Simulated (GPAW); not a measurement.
## BAs (F-43m): refractive index against wavelength

The refractive index of BAs (F-43m) below the direct gap (3.29 eV on the mesh) is read from one computed spectrum, n = √(Re ε).

It takes space group F-43m (No. 216, cubic). The conventional cell has a = 4.777 Å, b = 4.777 Å, c = 4.777 Å, α = 90.00°, β = 90.00°, γ = 90.00°. Around As on site c lie 4 B at 2.07 Å. B on site a has 4 As at 2.07 Å as nearest neighbours.

Method: GPAW 26.7.0, PBE, RPA, k-mesh 12×12×12, local fields up to 60 eV, Lorentzian half width 0.1 eV.

Launch of the response step: `OMP_NUM_THREADS=1 python df.py`. The run took 28 s, its band step included, on 1 thread of Arm Neoverse V1 (shared host).

```
wavelength (nm)  photon energy E (eV)       n
           1550                 0.800  3.0948
           1310                 0.946  3.1071
           1064                 1.165  3.1300
            850                 1.459  3.1700
            700                 1.771  3.2263
            633                 1.959  3.2684
            532                 2.331       ?
```

In the single-oscillator model n² − 1 = E₀E_d/(E₀² − E²), so 1/(n² − 1) = E₀/E_d − E²/(E₀E_d) is linear in E².

Working, on the rows shown:

| x = E² (eV²) | y = 1/(n² − 1) |
| --- | --- |
| 0.639837 | 0.11658 |
| 0.895757 | 0.115553 |
| 1.35784 | 0.113676 |
| 2.12762 | 0.110511 |
| 3.13716 | 0.106281 |
| 3.83641 | 0.10328 |

Means: x̄ = 1.9991, ȳ = 0.11098. Σ(x − x̄)(y − ȳ) = -0.03394, Σ(x − x̄)² = 8.164. Slope = -0.03394 / 8.164 = -0.004158; intercept = ȳ − slope · x̄ = 0.11929. Turned back into n, the line misses the rows shown by at most 0.00088.

Problem. Fill in the last column of the withheld row.

Solution. At x = 5.4314 the line gives y = 0.09671, that is 3.3675. The run gave 3.3760, so the extrapolation is off by 0.0085, 3 % of the range in the table.

Refitted with all rows, the slope is -0.004243 and the intercept 0.11943. These give E₀ = √(intercept/−slope) = 5.31 eV and E_d = E₀/intercept = 44.4 eV; E₀ is 1.6 times the direct gap. The electronic limit at long wavelengths, without lattice vibrations, is n = √(1 + 1/intercept) = 3.062. Excitons are left out; PBE gaps are as a rule too small. The values come from a sum over the points of one k-mesh and carry its error, which grows as the direct gap shrinks. Spin-orbit coupling is left out.

[Logs are printed without paths, hosts, clocks, repeated set-up lines and the standing remarks that a program may print on its own settings, such as how far it seeks lower states.]
